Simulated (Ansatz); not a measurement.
# Si2Mo (I4/mmm): zone-centre modes under pressure

Wanted: Grüneisen parameters and pressure coefficients of the modes of Si2Mo (I4/mmm).

Calculated with Ansatz 0.2.0; DFT PBEsol, scalar-relativistic, plane waves, PAW; PAW set soft_1.

The database entry behind the starting cell is an old determination (1927), so it need not match the best structure at ambient conditions.

### 1. The starting structure

Symmetry: I4/mmm, No. 139, tetragonal system. Conventional cell: a = 3.200 Å, b = 3.200 Å, c = 7.861 Å, α = 90.00°, β = 90.00°, γ = 90.00°. Si has 5 Si at 2.61 to 2.63 Å and 5 Mo at 2.62 Å nearest. Nearest to Mo lie 10 Si at 2.62 Å. Farther neighbours are not listed.

### 2. Bringing the structure to rest

Harmonic phonons are second derivatives at a point where the forces vanish, and they are wanted at zero stress, so atoms and cell are relaxed first.

input.yaml

```yaml
crystal:
  lattice:
    - [-1.6, 1.6, 3.9305]
    - [1.6, -1.6, 3.9305]
    - [1.6, 1.6, -3.9305]
  atoms:
    - { symbol: Si, position: [0.333, 0.333, 0.0] }
    - { symbol: Si, position: [0.667, 0.667, 0.0] }
    - { symbol: Mo, position: [0.0, 0.0, 0.0] }
kpoints:
  mp_grid: { grid: [18, 18, 18] }
hamiltonian:
  xc: pbesol
  pseudopotentials: { kind: paw, azcp: { folder: soft_1 }, xc_functional: pbe }
scf:
  occupations: { method: gaussian, width: 0.1 }
output:
  forces: true
  stress: true
  eigenvalues: true
  write_density: true
  write_potential: true
  elf: true
  volumetric_format: npy
relax:
  adjacent_minimum: "off"
  f_tol: 0.005
  max_steps: 80
  cell: { stress_tol: 0.05 }
```

The run is started by

```sh
$ ansatz run input.yaml --threads 4 --pin off --max-ram 10240MiB --backend cpu --events-out ev --progress --plain --runs-dir out
```

Numbers of over 12 decimals in the logs are rounded to 6 here.

Output:

```text
Engine: ansatz 0.2.0, x86_64-unknown-linux-gnu
Pseudopotentials: kind: paw
Pseudopotential: Si, paw, valence charge 4, recommended cutoff 420 eV (normal), soft_1/Si.paw.azcp
Pseudopotential: Mo, paw, valence charge 14, recommended cutoff 420 eV (normal), soft_1/Mo.paw.azcp
Functional definition: PBEsol
  exchange = pbesol_x
  correlation = pbesol_c
Crystal: 3 atoms, lattice volume = 40.248 Å³
Basis set: ecut = 420 eV, 769 PW (Γ), exchange–correlation on 64×64×64 points (8 copies of the dense FFT grid, shifted against one another)
Bands: 15, of which v1, the nominal top of the filled ones, is band 11 counted from 1 (10 counted from 0)
Symmetry: 16 space group operations
Space group: I4/mmm (ITA 139), of the structure as read, at distance tolerance 3.4e-5 Å
k-points: 480 of 5832
Non-local potential: Si, projectors of the file, l = 0: 2, l = 1: 2, l = 2: 1
Non-local potential: Mo, projectors of the file, l = 0: 3, l = 1: 2, l = 2: 2, l = 3: 1
PAW form: soft (Blöchl's): semilocal exchange-correlation on the pseudo side does not see the compensation charge
PAW frozen core: Si, regenerated for the run's functional, and the local potential with it (the file was generated under x = pbe(κ = 0.804, μ = 0.219515), c = pbe(β = 0.066725))
PAW frozen core: Mo, regenerated for the run's functional, and the local potential with it (the file was generated under x = pbe(κ = 0.804, μ = 0.219515), c = pbe(β = 0.066725))
PAW one-centre angular grid: Si, 110 points (default); XC on 64 Gauss nodes
PAW one-centre angular grid: Mo, 590 points (default); XC on 64 Gauss nodes
Initial density: superposition of atomic densities (chi_scale 0.1, normalization cell, long waves kept (reshape's long-wave potential 0.00 eV rms))
Initial wavefunctions: pseudopotential atomic-orbital guess
Functional: x = pbesol(κ = 0.804, μ = 0.123457), c = pbesol(β = 0.046)
SCF iter   1: F=—  HF=-6143.592119 eV  |F-HF|=—  |Δ(HF+E_count)|=         —  Δρ=9.40e-2  dr2=5.42e0  ethr=3.10e-3  ⟨swp⟩=5.7  Hψ=42479  notcnv=0
preconditioner: auto → Kerker (q_TF=auto, 2.467 Å⁻¹)  [metal: Δε(μ)=0.031 eV  Ē_g=8.121 eV  σ=0.100 eV  W_gap=0.17  n_scr=10 (ndim 8)  ℏωp=21.9 eV  f_vac=0.000  D(μ)=0.59/eV (n_scr^D=2)]
SCF iter   2: F=—  HF=-6142.364579 eV  |F-HF|=—  |Δ(HF+E_count)|=    1.23e0  Δρ=3.12e-2  dr2=2.90e-1  ethr=3.10e-3  ⟨swp⟩=2.5  Hψ=18059  notcnv=0  defer=13
SCF iter   3: F=—  HF=-6142.307464 eV  |F-HF|=—  |Δ(HF+E_count)|=   5.71e-2  Δρ=1.48e-2  dr2=6.59e-2  ethr=1.32e-3  ⟨swp⟩=2.2  Hψ=10665  notcnv=0  defer=13
SCF iter   4: F=—  HF=-6142.292067 eV  |F-HF|=—  |Δ(HF+E_count)|=   1.54e-2  Δρ=2.58e-3  dr2=2.89e-3  ethr=2.99e-4  ⟨swp⟩=2.5  Hψ=12004  notcnv=0  defer=13
SCF iter   5: F=—  HF=-6142.291245 eV  |F-HF|=—  |Δ(HF+E_count)|=   8.22e-4  Δρ=3.33e-4  dr2=7.95e-5  ethr=1.31e-5  ⟨swp⟩=2.8  Hψ=11741  notcnv=0  defer=13
SCF iter   6: F=—  HF=-6142.291233 eV  |F-HF|=—  |Δ(HF+E_count)|=   1.18e-5  Δρ=2.75e-5  dr2=3.73e-7  ethr=3.62e-7  ⟨swp⟩=2.3  Hψ=9391  notcnv=0  defer=13
SCF iter   7: F=-6142.291233 eV  HF=-6142.291233 eV  |F-HF|=7.11e-9  |Δ(HF+E_count)|=   1.13e-7  Δρ=4.80e-6  dr2=1.13e-8  ethr=4.55e-10  ⟨swp⟩=9.3  Hψ=50237  notcnv=0
SCF 1 converged in 7 iterations: F = -6142.291233 eV  dr2 = 1.13e-8
  greatest PAW one-centre occupation: 0.999 electrons in one spin orbital (limit 2), on the Mo atom at site 2 (counted from 0), in its partial waves of l = 0
relax step   1: F+E_penalty+E_count = -6142.29123306 eV  Δ(F+E_penalty+E_count) = +0.000e0 eV  max|allowed force component| = 3.313e-1 eV/Å  Δτ_max = 0.0000 Å  P = -2.703 GPa  Ω = 40.248 Å³  (7 SCF iters, dr2 threshold 1.00e-7 eV, accepted)
Crystal: 3 atoms, lattice volume = 39.629 Å³
Initial density: handed on by an earlier stage of this run
Initial wavefunctions: those handed on with the density
iter 1 solved again at ethr=2.66e-6 eV; its pass at ethr=3.10e-3 eV (dr2=5.86e-4 eV) is discarded
SCF iter   1: F=—  HF=-6142.300416 eV  |F-HF|=—  |Δ(HF+E_count)|=         —  Δρ=1.29e-3  dr2=6.26e-4  ethr=2.66e-6  ⟨swp⟩=1.9  Hψ=45552  notcnv=0
preconditioner: auto → Kerker (q_TF=auto, 2.473 Å⁻¹)  [metal: Δε(μ)=0.064 eV  Ē_g=7.830 eV  σ=0.100 eV  W_gap=0.32  n_scr=10 (ndim 8)  ℏωp=22.1 eV  f_vac=0.000  D(μ)=0.24/eV (n_scr^D=0)]
SCF iter   2: F=—  HF=-6142.300283 eV  |F-HF|=—  |Δ(HF+E_count)|=   1.33e-4  Δρ=7.71e-4  dr2=2.54e-4  ethr=2.66e-6  ⟨swp⟩=1.0  Hψ=7200  notcnv=0
SCF iter   3: F=—  HF=-6142.300203 eV  |F-HF|=—  |Δ(HF+E_count)|=   8.00e-5  Δρ=1.06e-4  dr2=5.65e-6  ethr=1.15e-6  ⟨swp⟩=2.1  Hψ=9970  notcnv=0
SCF iter   4: F=—  HF=-6142.300202 eV  |F-HF|=—  |Δ(HF+E_count)|=   1.33e-6  Δρ=3.10e-5  dr2=6.66e-7  ethr=2.57e-8  ⟨swp⟩=2.4  Hψ=11003  notcnv=0
SCF iter   5: F=-6142.300202 eV  HF=-6142.300202 eV  |F-HF|=9.22e-9  |Δ(HF+E_count)|=   1.77e-7  Δρ=7.65e-6  dr2=2.03e-8  ethr=1.36e-9  ⟨swp⟩=8.9  Hψ=48152  notcnv=0
SCF 2 converged in 5 iterations: F = -6142.300202 eV  dr2 = 2.03e-8
relax step   2: F+E_penalty+E_count = -6142.30020172 eV  Δ(F+E_penalty+E_count) = -8.969e-3 eV  max|allowed force component| = 2.456e-2 eV/Å  Δτ_max = 0.0144 Å  P = +0.964 GPa  Ω = 39.629 Å³  energy of the carried Pulay correction = +5.835e-5 eV  (5 SCF iters, dr2 threshold 3.00e-7 eV, accepted)
Crystal: 3 atoms, lattice volume = 39.803 Å³
iter 1 solved again at ethr=3.08e-7 eV; its pass at ethr=3.10e-3 eV (dr2=6.77e-5 eV) is discarded
SCF iter   1: F=—  HF=-6142.300764 eV  |F-HF|=—  |Δ(HF+E_count)|=         —  Δρ=3.21e-4  dr2=6.54e-5  ethr=3.08e-7  ⟨swp⟩=2.0  Hψ=44211  notcnv=0
preconditioner: auto → Kerker (q_TF=auto, 2.472 Å⁻¹)  [metal: Δε(μ)=0.005 eV  Ē_g=7.799 eV  σ=0.100 eV  W_gap=0.03  n_scr=10 (ndim 8)  ℏωp=22.0 eV  f_vac=0.000  D(μ)=0.24/eV (n_scr^D=0)]
SCF iter   2: F=—  HF=-6142.300756 eV  |F-HF|=—  |Δ(HF+E_count)|=   8.49e-6  Δρ=1.53e-4  dr2=7.18e-6  ethr=2.97e-7  ⟨swp⟩=2.1  Hψ=8642  notcnv=0
SCF iter   3: F=—  HF=-6142.300755 eV  |F-HF|=—  |Δ(HF+E_count)|=   1.42e-6  Δρ=6.12e-5  dr2=1.39e-6  ethr=3.26e-8  ⟨swp⟩=1.6  Hψ=9731  notcnv=0
SCF iter   4: F=-6142.300754 eV  HF=-6142.300754 eV  |F-HF|=1.57e-8  |Δ(HF+E_count)|=   3.39e-7  Δρ=8.37e-6  dr2=2.88e-8  ethr=1.36e-9  ⟨swp⟩=8.8  Hψ=48324  notcnv=0
SCF 3 converged in 4 iterations: F = -6142.300754 eV  dr2 = 2.88e-8
relax step   3: F+E_penalty+E_count = -6142.30075422 eV  Δ(F+E_penalty+E_count) = -5.525e-4 eV  max|allowed force component| = 7.033e-3 eV/Å  Δτ_max = 0.0014 Å  P = +0.006 GPa  Ω = 39.803 Å³  energy of the carried Pulay correction = +4.183e-5 eV  (4 SCF iters, dr2 threshold 3.00e-7 eV, accepted)
[...]
relax step   4: F+E_penalty+E_count = -6142.30076624 eV  Δ(F+E_penalty+E_count) = -1.203e-5 eV  max|allowed force component| = 1.494e-3 eV/Å  Δτ_max = 0.0003 Å  P = -0.003 GPa  Ω = 39.804 Å³  energy of the carried Pulay correction = +4.179e-5 eV  (4 SCF iters, dr2 threshold 5.76e-8 eV, accepted)
Initial wavefunctions: pseudopotential atomic-orbital guess (no wavefunctions were taken with the density)
iter 1 solved again at ethr=3.77e-8 eV; its pass at ethr=3.10e-3 eV (dr2=8.30e-6 eV) is discarded
SCF iter   1: F=—  HF=-6142.300717 eV  |F-HF|=—  |Δ(HF+E_count)|=         —  Δρ=1.11e-5  dr2=9.79e-9  ethr=3.77e-8  ⟨swp⟩=3.1  Hψ=62002  notcnv=0
SCF iter   2: F=—  HF=-6142.300721 eV  |F-HF|=—  |Δ(HF+E_count)|=   4.60e-6  Δρ=5.97e-6  dr2=3.08e-9  ethr=4.45e-11  ⟨swp⟩=2.1  Hψ=11687  notcnv=0
SCF iter   3: F=—  HF=-6142.300721 eV  |F-HF|=—  |Δ(HF+E_count)|=  5.75e-10  Δρ=4.24e-7  dr2=6.60e-11  ethr=1.40e-11  ⟨swp⟩=3.0  Hψ=12461  notcnv=0
SCF iter   4: F=-6142.300721 eV  HF=-6142.300721 eV  |F-HF|=1.55e-11  |Δ(HF+E_count)|=  1.82e-11  Δρ=1.62e-7  dr2=2.08e-11  ethr=1.00e-12  ⟨swp⟩=5.8  Hψ=32813  notcnv=0
SCF 5 converged in 4 iterations: F = -6142.300721 eV  dr2 = 2.08e-11
relax step   5: F+E_penalty+E_count = -6142.30072128 eV  Δ(F+E_penalty+E_count) = +4.497e-5 eV  max|allowed force component| = 1.473e-3 eV/Å  Δτ_max = 0.0000 Å  P = -0.002 GPa  Ω = 39.804 Å³  stress off target by 3.57e-2 GPa  SCF on the basis re-selected at this cell (its energy is not comparable with the rows above)  (4 SCF iters)
basis re-selected at this cell: Δ(F+E_penalty+E_count) = +4.497e-5 eV, ΔP = +0.002 GPa vs the last step (what re-selecting the basis moved, of the pressure what is left beyond the Pulay correction that the steps carried, after the strain that the cell walked since its last selection, with what the two solves' SCF thresholds leave and, on support functions, any second-order correction that the steps lacked; it is no m [...]
SCF converged after 4 iterations
Free energy (F): -6142.300721 eV
Harris-Foulkes:  -6142.300721 eV  (|F-HF|=1.55e-11)
Internal energy: -6142.299541 eV  (E = F + TS)
E sigma→0 (E₀):  -6142.300131 eV
Entropy (-TS):   -0.001180 eV (-0.393 meV/atom)
Fermi energy:    16.062700 eV
--- Per-component energies (eV) ---
  E_band       = -44.537851
  E_kinetic    = 513.069516
  E_local      = -1124.731138  (includes V_loc(G=0)·N_el)
  E_nonlocal   = 194.767410
  E_hartree    = 428.995756
  E_xc         = -291.942178
  E_vxc        = -321.335085  (∫ρ·V_xc dr)
  E_paw        = -4149.989872  (= ΣΔE_a)
  E_vpaw       = -164.300021  (= ΣTr[D̂ρ^β])
  E_aug_tail   = 0.000118  (compensation charges beyond the density's cutoff)
  E_ewald      = -1712.741574
  E_core_change = 0.272421  (= ΣΔE_core)
  E_smearing   = -0.001180  (= −TS)
  E_closure    = -0.000000  (closes the sum)
  Σ components = -6142.300721   (vs F -6142.300721, Δ=0.00e0)
--- Forces (eV/Å), atoms counted from 1 ---
  atom   1  Si     0.00000000    -0.00000000     0.00147317
  atom   2  Si    -0.00000000    -0.00000000    -0.00147317
  atom   3  Mo     0.00000000    -0.00000000     0.00000000
  max |Σ_I F_I| component: 6.25e-17 eV/Å
--- Stress (GPa, compression-positive) ---
        0.015472       0.000000       0.000000
        0.000000       0.015472       0.000000
        0.000000       0.000000      -0.035691
  P = ⅓ Tr σ = -0.0016 GPa (-0.016 kbar)
--- Band table (eV; the first three rows and the last of 480) ---
  k-point 0: bands = [... 7 lower, 12.9241, 13.4217, 13.4217, 16.4445, 19.2040, 19.2939, 19.6186, 19.6186]
  k-point 1: bands = [... 7 lower, 12.9524, 13.1682, 13.8547, 16.0675, 18.9640, 19.4106, 19.4847, 19.6668]
  k-point 2: bands = [... 7 lower, 12.5577, 13.0404, 14.4355, 15.1702, 18.4960, 19.4194, 19.7304, 19.7815]
  k-point 479: bands = [... 7 lower, 13.8302, 15.4735, 15.4735, 15.6019, 15.6019, 16.5802, 20.8235, 21.3083]
--- Relaxed structure (4 steps of the walk, 4 accepted, 1 SCFs on fresh bases) ---
  F+E_penalty+E_count = -6142.30072128 eV   max|allowed force component| = 1.473e-3 eV/Å   (the final SCF, on the basis selected at the relaxed cell)
  cell:  # Å, volume = 39.8039 Å³
    - [-1.595123, 1.595123, 3.910909]
    - [1.595123, -1.595123, 3.910909]
    - [1.595123, 1.595123, -3.910909]
  atoms:
    - { symbol: Si, position: [0.335057, 0.335057, 0] }
    - { symbol: Si, position: [0.664943, 0.664943, 0] }
    - { symbol: Mo, position: [0, 0, 0] }
```

Run time: 8.3 s. Hardware: 4 threads of AMD EPYC 9B45 (Zen 5), shared host; peak memory 0.66 GiB; 31 s of CPU time.

Step by step:

```
step  energy less that of the first step (eV)  largest force component (eV/Å)  pressure (GPa)  volume (Å³)
   1                                   0.0000                          0.3313           -2.70        40.25
   2                                  -0.0090                          0.0246            0.96        39.63
   3                                  -0.0095                          0.0070            0.01        39.80
   4                                  -0.0095                          0.0015            0.00        39.80
  5*                                  -0.0095                          0.0015            0.00        39.80
```

Relaxation steps marked * repeat the geometry before them on a plane-wave basis chosen anew for their cell, so energy and pressure can jump there.

The run keeps the 16 symmetry operations that it works with, so distortions that break them were not tested.

```
conventional cell, symmetrised  before  after  change
                         a (Å)   3.200  3.190  -0.3 %
                         b (Å)   3.200  3.190  -0.3 %
                         c (Å)   7.861  7.822  -0.5 %
              volume (Å³/atom)   13.42  13.27  -1.1 %
```

The atoms that moved most (Å, as changes of fractional coordinates times the final cell):

```
atom     dx     dy      dz  length
 Si1  0.000  0.000   0.016   0.016
 Si2  0.000  0.000  -0.016   0.016
```

The relaxed structure:

```xyz
3
Lattice="-1.5951 1.5951 3.9109 1.5951 -1.5951 3.9109 1.5951 1.5951 -3.9109" Properties=species:S:1:pos:R:3 pbc="T T T"
Si    0.0000    0.0000    2.6208
Si    0.0000    0.0000    5.2011
Mo    0.0000    0.0000    0.0000
```

This step gave:

```
pressure          : -0.001582 GPa
volume per atom   : 13.27 Å³
gap on the k-mesh : 0 eV
```

Electrostatic potential energy in the ac plane of the conventional cell at fractional y = 0.000, with atoms of Si and Mo within 0.2 Å of it. With pseudopotentials it is smooth inside the atoms' cores, unlike the true potential.

Ten even steps from '0' (-48 eV) to '9' (17 eV), each cell a mean:
```
00037999986300
11368999998531
66789999999876
99999999999999
89999999999999
56789999999876
44468999998644
86458999997447
75458999997546
44579999998754
77899999999987
99999999999999
88999999999998
56789999999865
54468999998644
96458999997447
65458999997545
44679999998754
78899999999988
99999999999999
88899999999988
34679999998754
00257999987410
00036999985200
```
Columns run along a (3.2 Å; values clipped at the 3rd and 97th percentile), rows up along c (7.8 Å), edges of the conventional cell, whose origin can differ from the input's. Atoms in or near the plane, at fractional coordinates: Si at (0.00, 0.34), Si at (0.00, 0.66), Mo at (0.00, 0.00).

Valence density in the ac plane of the conventional cell at fractional y = 0.000, with atoms of Si and Mo within 0.2 Å of it. It is the smooth field of the valence electrons, not physical close to the nuclei.

Ten steps, logarithmic in the rise over the least value, from '0' (0.1 e/Å³) to '9' (7.0 e/Å³), each cell a mean:
```
99874221235799
88753221224678
55432211122345
33322111112233
33321100112233
33322100012333
22222100012322
00222211122210
01233211123321
22333221223332
33322211222333
22222211122222
33222211122223
33332221222333
12333211223322
00232211123210
11222110122221
33322100012333
33322100012233
33222111112233
44322111122334
77643211123567
99864221235789
99975221235899
```
Columns run along a (3.2 Å), rows up along c (7.8 Å), edges of the conventional cell, whose origin can differ from the input's. Atoms in or near the plane, at fractional coordinates: Si at (0.00, 0.34), Si at (0.00, 0.66), Mo at (0.00, 0.00).

ELF in the ac plane of the conventional cell at fractional y = 0.000, with atoms of Si and Mo within 0.2 Å of it. It is the smooth field of the valence electrons, not physical close to the nuclei.

Values, 24 rows by 14 columns, each cell a mean:
```
0.55 0.64 0.68 0.51 0.25 0.18 0.27 0.33 0.24 0.17 0.31 0.58 0.70 0.62
0.64 0.62 0.54 0.37 0.22 0.23 0.32 0.37 0.30 0.21 0.25 0.42 0.59 0.64
0.35 0.35 0.30 0.26 0.25 0.30 0.35 0.37 0.34 0.28 0.24 0.25 0.31 0.34
0.33 0.34 0.34 0.34 0.33 0.31 0.30 0.29 0.30 0.32 0.34 0.35 0.35 0.34
0.66 0.64 0.59 0.51 0.39 0.27 0.20 0.18 0.21 0.31 0.43 0.54 0.62 0.65
0.69 0.69 0.66 0.58 0.42 0.24 0.15 0.13 0.17 0.30 0.47 0.60 0.67 0.68
0.46 0.45 0.48 0.51 0.45 0.29 0.18 0.15 0.20 0.34 0.47 0.50 0.46 0.46
0.45 0.36 0.36 0.48 0.52 0.40 0.28 0.24 0.31 0.45 0.52 0.44 0.34 0.39
0.38 0.35 0.43 0.57 0.62 0.52 0.40 0.35 0.42 0.56 0.63 0.54 0.38 0.34
0.33 0.40 0.55 0.65 0.64 0.53 0.43 0.39 0.45 0.58 0.66 0.63 0.51 0.39
0.48 0.52 0.57 0.59 0.54 0.46 0.39 0.37 0.40 0.49 0.56 0.59 0.56 0.51
0.49 0.50 0.50 0.49 0.45 0.39 0.35 0.34 0.36 0.41 0.46 0.50 0.50 0.49
0.50 0.51 0.54 0.53 0.49 0.42 0.37 0.35 0.38 0.44 0.50 0.53 0.53 0.51
0.43 0.48 0.59 0.64 0.60 0.50 0.42 0.38 0.43 0.54 0.62 0.62 0.55 0.46
0.30 0.34 0.49 0.63 0.65 0.54 0.43 0.38 0.45 0.59 0.65 0.59 0.44 0.33
0.45 0.35 0.38 0.52 0.57 0.47 0.35 0.30 0.37 0.52 0.57 0.48 0.35 0.38
0.43 0.38 0.39 0.47 0.47 0.34 0.22 0.19 0.25 0.39 0.49 0.46 0.37 0.39
0.57 0.58 0.58 0.55 0.43 0.26 0.16 0.13 0.17 0.31 0.48 0.57 0.58 0.57
0.73 0.72 0.66 0.56 0.41 0.25 0.17 0.14 0.18 0.30 0.45 0.60 0.69 0.72
0.50 0.49 0.48 0.44 0.37 0.29 0.25 0.23 0.26 0.32 0.38 0.44 0.48 0.49
0.26 0.27 0.27 0.27 0.29 0.32 0.34 0.34 0.33 0.31 0.28 0.27 0.27 0.27
0.53 0.50 0.40 0.28 0.22 0.27 0.35 0.38 0.33 0.24 0.23 0.33 0.45 0.51
0.64 0.68 0.64 0.45 0.23 0.20 0.29 0.35 0.27 0.19 0.28 0.52 0.67 0.66
0.41 0.58 0.69 0.54 0.26 0.16 0.26 0.32 0.23 0.17 0.33 0.60 0.67 0.53
```
Columns run along a (3.2 Å), rows up along c (7.8 Å), edges of the conventional cell, whose origin can differ from the input's. Atoms in or near the plane, at fractional coordinates: Si at (0.00, 0.34), Si at (0.00, 0.66), Mo at (0.00, 0.00).

In this step the volume went from 13.42 to 13.27 Å³/atom.

(Continued in part 2 of 3.)

[Logs are printed without paths, hosts, clocks, repeated set-up lines and the standing remarks that a program may print on its own settings, such as how far it seeks lower states.]

[Hosts, paths, dates, database ids (printed as entryN), source tags and the programs' standing remarks are cut or masked in the printed files.]
